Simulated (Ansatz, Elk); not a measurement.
**Bonding as seen by X-rays: Y2B**

The structure of Y2B used here is made up (a known structure type with other elements) and was relaxed beforehand with PBE. The aim is the Fourier transform of its all-electron density, F(hkl), set beside the sum over free spherical atoms that refinements use.

Method: DFT, PBE, all-electron APW+lo, Dirac cores, scalar-relativistic bands, static density, no spin, in Elk 11.2.3 (patched build).

The structure was built from a prototype and need not be the compound's stable phase.

### Step 1. Set-up

The structure is trigonal, space group R-3m (No. 166). The conventional cell has a = 3.745 Å, b = 3.745 Å, c = 18.910 Å, α = 90.00°, β = 90.00°, γ = 120.00°. Nearest to Y lie 3 B at 2.59 Å. Nearest to B lie 6 Y at 2.59 Å. Farther neighbours are not listed.

### Step 2. Ground state and structure factors

An all-electron density is needed, since X-rays see the cores too. Task 0 finds the density and task 195 Fourier-transforms it; tshift is off so that phases refer to the origin typed.

The input, elk.in:

```
tasks
  0
  195

xctype
  20

spinpol
  .false.

rgkmax
  7.0

gmaxvr
  14.0

lmaxo
  7

lmaxapw
  8

swidth
  0.002

tshift
  .false.

hmaxvr
  5.5

maxscl
  120

epspot
  1e-06

sppath
  './'

avec
  3.53870873833 2.04307444300 11.91173083707
  -3.53870873833 2.04307444300 11.91173083707
  -0.00000000000 -4.08614888498 11.91173083725

atoms
  2
  'Y.in'
  2
  0.7422469611 0.7422469611 0.7422469611   0.000000 0.000000 0.000000
  0.2577530389 0.2577530389 0.2577530389   0.000000 0.000000 0.000000
  'B.in'
  1
  -0.0000000000 -0.0000000000 -0.0000000000   0.000000 0.000000 0.000000

ngridk
  7 7 7
```

Started as:

```
OMP_NUM_THREADS=4 elk
```

Numbers of over 12 decimals in the logs are rounded to 6 here.

What it wrote:

```text
┌─────────────────────────┐
│ Elk code version 11.2.3 │
└─────────────────────────┘

All units are atomic (Hartree, Bohr, etc.)

┌─────────────────────────────────────────────────┐
│ Ground-state run starting from atomic densities │
└─────────────────────────────────────────────────┘

Lattice vectors :
   3.538708738       2.043074443       11.91173084
  -3.538708738       2.043074443       11.91173084
  -0.000000000      -4.086148885       11.91173084

Reciprocal lattice vectors :
  0.8877793811      0.5125596647      0.1758262616
 -0.8877793811      0.5125596647      0.1758262616
  0.5568863353E-17  -1.025119329      0.1758262616

Unit cell volume      :    516.7198332
Brillouin zone volume :   0.4800477890

Muffin-tin inner radius fraction :   0.1000000000E-01

Nuclei treated as point charges

Species : 1 (Y)
 parameters loaded from : Y.in
 name : yttrium
 nuclear charge    :   -39.00000000
 electronic charge :    39.00000000
 atomic mass :    162065.4503
 muffin-tin radius :    2.600000000
 number of radial points in muffin-tin :   1193
 inner part over the whole radius :   0.9871815862E-02
 number on inner part of muffin-tin    :    847
 approximate nuclear radius :   0.8135895711E-04
 number of mesh points to nuclear radius :    416
 atomic positions (lattice), magnetic fields (Cartesian) :
  1 :  -0.25775304 -0.25775304 -0.25775304    0.00000000  0.00000000  0.00000000
  2 :   0.25775304  0.25775304  0.25775304    0.00000000  0.00000000  0.00000000

Species : 2 (B)
 parameters loaded from : B.in
 name : boron
 nuclear charge    :   -5.000000000
 electronic charge :    5.000000000
 atomic mass :    19707.24742
 muffin-tin radius :    1.800000000
 number of radial points in muffin-tin :    593
 inner part over the whole radius :   0.9957276294E-02
 number on inner part of muffin-tin    :    405
 approximate nuclear radius :   0.4534157419E-04
 number of mesh points to nuclear radius :    161
 atomic positions (lattice), magnetic fields (Cartesian) :
  1 :   0.00000000  0.00000000  0.00000000    0.00000000  0.00000000  0.00000000

Total number of atoms per unit cell :    3
Total muffin-tin volume :    171.6733778
 ratio of muffin-tin to unit cell volume :   0.3322368656

Spin treatment :
 spin-unpolarised

Number of Bravais lattice symmetries :   12
Number of crystal symmetries         :   12
Crystal has inversion symmetry
Real symmetric eigensolver will be used

k-point grid :      7     7     7
k-point offset :    0.000000000       0.000000000       0.000000000
k-point set is reduced with full crystal symmetry group
Total number of k-points :       44

Muffin-tin radius times maximum |G+k| :    7.000000000
 using average radius
Maximum |G+k| for APW functions       :    3.000000000
Maximum (1/2)|G+k|²                   :    4.500000000
Maximum |G| for potential and density :    14.00000000
Constant for pseudocharge density :    9
 order of it for each species :   16  16
 order of it for pair densities of each species (exact exchange by exxq0 0: 17) :   12   4
Radial integration step length :    1

G-vector grid sizes :     60    60    60
Number of G-vectors :    23933

Maximum angular momentum used for
 APW functions            :    8
 outer part of muffin-tin :    7
 inner part of muffin-tin :    2

Total nuclear charge    :   -83.00000000
Total core charge       :    58.00000000
Total valence charge    :    25.00000000
Total excess charge     :    0.000000000
Total electronic charge :    83.00000000

Effective Wigner radius, rₛ :    1.141202751

Number of empty states         :     12
Total number of valence states :     25
Total number of core states    :     58

Third-order local-orbitals added for an l without core states : T
Total number of local-orbitals :     33

Exchange-correlation functional :     20     0     0
 Perdew-Burke-Ernzerhof, Phys. Rev. Lett. 77, 3865 (1996)
 gradient requirement :    1
 generalised gradient approximation (GGA)

Smearing type :    3
 Fermi-Dirac
Smearing width :   0.2000000000E-02
[...]
Madelung                    :     -8214.2686924554
 xc potential                :     -295.58203961930
 exchange                    :     -219.53441827610
 correlation                 :     -4.089182
 electron entropic           :    -0.12448750550939E-02
 total energy                :     -6797.3295878447

Density of states at Fermi energy :    100.0987034
 (states/Hartree/unit cell)

Estimated indirect band gap :   0.8634411802E-03
 from k-point 33 to k-point 11
Estimated direct band gap   :   0.1337506428E-01
 at k-point 37

Charges :
 core                        :    58.00000000
 valence                     :    25.00000000
 interstitial                :    5.145542938
 muffin-tins (core leakage)
  species : 1 (Y)
   atom 1                    :    36.56736314     (  0.8883387725E-05)
   atom 2                    :    36.56736314     (  0.8883387725E-05)
  species : 2 (B)
   atom 1                    :    4.719730779     (  0.6578439508E-04)
 total in muffin-tins        :    77.85445706
 total calculated charge     :    82.99925151
 total charge                :    83.00000000
 error                       :   0.7484858027E-03

RMS change in Kohn-Sham potential (target) :    2.162856491     (  0.1000000000E-05)
Absolute change in total energy (target)   :   0.4395318780E-01 (  0.1000000000E-03)

[... loops 3 to 18 left out ...]

┌──────────────────┐
│ Loop number : 19 │
└──────────────────┘

Energies :
 Fermi                       :     0.207451
 sum of occupied eigenvalues :     -4016.7869093096
 electron kinetic            :      7010.1872550160
 core electron kinetic       :      6893.1143163812
 Coulomb                     :     -13583.003501147
 Coulomb potential           :     -10735.950613875
 nuclear-nuclear             :     -703.26682100860
 electron-nuclear            :     -15035.709133083
 Hartree                     :      2155.9724529438
 Madelung                    :     -8215.0281942097
 xc potential                :     -291.02355045015
 exchange                    :     -219.35434761053
 correlation                 :     -4.101132
 electron entropic           :    -0.24948591708671E-02
 total energy                :     -6796.2742206641

Density of states at Fermi energy :    203.5400987
 (states/Hartree/unit cell)

Estimated indirect band gap :   0.1236635287E-03
 from k-point 20 to k-point 44
Estimated direct band gap   :   0.4325322680E-02
 at k-point 39

Charges :
 core                        :    58.00000000
 valence                     :    25.00000000
 interstitial                :    5.562009548
 muffin-tins (core leakage)
  species : 1 (Y)
[...]
species : 2 (B)
[...]
total in muffin-tins        :    77.43799045
 total calculated charge     :    82.99963248
 total charge                :    83.00000000
 error                       :   0.3675234350E-03

RMS change in Kohn-Sham potential (target) :   0.2413475345E-06 (  0.1000000000E-05)
Absolute change in total energy (target)   :   0.4681490282E-04 (  0.1000000000E-03)

Convergence targets achieved

┌──────────────────┐
│ Loop number : 20 │
└──────────────────┘

Energies :
 Fermi                       :     0.207451
 sum of occupied eigenvalues :     -4016.7869077270
 electron kinetic            :      7010.1872509377
 core electron kinetic       :      6893.1143086517
 Coulomb                     :     -13583.003498827
 Coulomb potential           :     -10735.950604981
 nuclear-nuclear             :     -703.26682100860
 electron-nuclear            :     -15035.709137407
 Hartree                     :      2155.9724595881
 Madelung                    :     -8215.0281963367
 xc potential                :     -291.02355368389
 exchange                    :     -219.35434790257
 correlation                 :     -4.101132
 electron entropic           :    -0.24948585131718E-02
 total energy                :     -6796.2742227014

Density of states at Fermi energy :    203.5399996
 (states/Hartree/unit cell)

Estimated indirect band gap :   0.1236667783E-03
 from k-point 20 to k-point 44
Estimated direct band gap   :   0.4325286887E-02
 at k-point 39

Charges :
 core                        :    58.00000000
 valence                     :    25.00000000
 interstitial                :    5.562008660
 muffin-tins (core leakage)
  species : 1 (Y)
   atom 1                    :    36.80627274     (  0.8658752638E-05)
   atom 2                    :    36.80627274     (  0.8658752638E-05)
  species : 2 (B)
   atom 1                    :    3.825445857     (  0.6758363935E-04)
 total in muffin-tins        :    77.43799134
 total calculated charge     :    82.99963248
 total charge                :    83.00000000
 error                       :   0.3675245837E-03

┌──────────────────────────────┐
│ Self-consistent loop stopped │
└──────────────────────────────┘

Wrote STATE.OUT
```

Elapsed: 21 s, on 4 threads of Arm Neoverse V2, shared host; peak memory 0.21 GiB.

SFACRHO.OUT:

```text

h k l indices transformed by vhmat matrix:
   1.000000000       0.000000000       0.000000000    
   0.000000000       1.000000000       0.000000000    
   0.000000000       0.000000000       1.000000000    

      h      k      l  multipl.   |H|            Re(F)            Im(F)           |F|

      0      0      0      1   0.0000000       83.000000      0.62817268E-16   83.000000    
     -1     -1     -1      2  0.52747878       15.424564      0.43588582E-17   15.424564    
     -1      0      0      6   1.0400887      0.41080865      0.11546689E-16  0.41080865    
      2      2      2      2   1.0549576      -58.649332      0.13268736E-16   58.649332    
      1      1      0      6   1.0837570      -60.833821      0.14840658E-16   60.833821    
     -2     -1     -1      6   1.2431845       64.245088      0.50015644E-17   64.245088    
     -2     -2     -1      6   1.3504597      -11.933693      0.90492848E-18   11.933693    
     -3     -3     -3      2   1.5824364      -22.226206     -0.72835119E-17   22.226206    
     -2     -3     -2      6   1.6017798       21.450277      0.25717665E-17   21.450277    
     -2     -3     -3      6   1.7405234       54.090078     -0.46088617E-17   54.090078    
     -1      0      1      6   1.7755588       57.782703     -0.16333751E-16   57.782703    
      1      2      0     12   1.8522534       9.9639197      0.15256123E-16   9.9639197    
      3      3      4      6   2.0352781      -44.636867      0.17368184E-17   44.636867    
      1     -1      1      6   2.0577642     -0.62079493      0.22262499E-16  0.62079493    
     -3     -2     -1     12   2.0653194      -48.160980      0.73863788E-17   48.160980    
      2      0      0      6   2.0801774      -49.954975     -0.23022745E-16   49.954975    
     -4     -4     -4      2   2.1099151       45.040629     -0.99444562E-17   45.040629    
     -2      0     -2      6   2.1675139       51.943642     -0.13144892E-16   51.943642
```

Elk indexes on the primitive cell of elk.in and gives |H| = 4π sin θ/λ in inverse bohr. Below, one row stands for each form hkl of the conventional cell (m members, Friedel mates merged), F is for one primitive cell and the density is static (no thermal factor). Free-atom factors are Waasmaier and Kirfel's, and R is Σm||F|−|F'||/Σm|F|.

```csv
hkl,m,sin θ/λ (Å⁻¹),"abs F, DFT",neutral atoms,diff.
003,2,0.079,15.425,14.975,+0.449
101,6,0.156,0.411,0.052,+0.358
006,2,0.159,58.649,59.019,-0.370
012,6,0.163,60.834,61.130,-0.297
104,6,0.187,64.245,64.091,+0.154
015,6,0.203,11.934,12.049,-0.115
009,2,0.238,22.226,22.279,-0.053
107,6,0.241,21.450,21.654,-0.203
018,6,0.262,54.090,54.020,+0.070
110,6,0.267,57.783,57.756,+0.027
113,12,0.279,9.964,10.047,-0.083
1 0 10,6,0.306,44.637,44.448,+0.189
021,6,0.309,0.621,0.606,+0.015
116,12,0.311,48.161,48.019,+0.142
```

### Step 3. Outcome

- R against neutral atoms, sin θ/λ < 0.3 Å⁻¹: 0.52 %
- R against neutral atoms, 0.3 to 0.79 Å⁻¹: 0.17 %

What this shows: Independent neutral atoms miss the calculated amplitudes by R = 0.52 % below 0.3 Å⁻¹ and 0.17 % from there to 0.79 Å⁻¹; by shells, 2.91 % below 0.15 Å⁻¹ (1 form), 0.48 % 0.15 to 0.3 (10 forms), 0.18 % 0.3 to 0.45 (22 forms), 0.17 % above 0.45 (116 forms). Bonding, aspherical density and the tables' own atoms all enter these figures, and the runs don't part them. The largest change of an amplitude is +0.45 electrons, at 003. Weak lines can change much in proportion: 101 goes from 0.05 to 0.41. The basis has no finished test. The k-mesh has no finished test. Part of the difference isn't bonding: the tables are fits to free atoms and ions calculated by other methods than this functional. Thermal motion, anomalous dispersion and extinction are left out.

[Logs are printed without paths, hosts, clocks, repeated set-up lines and the standing remarks that a program may print on its own settings, such as how far it seeks lower states.]

[Hosts, paths, dates, database ids (printed as entryN), source tags and the programs' standing remarks are cut or masked in the printed files.]
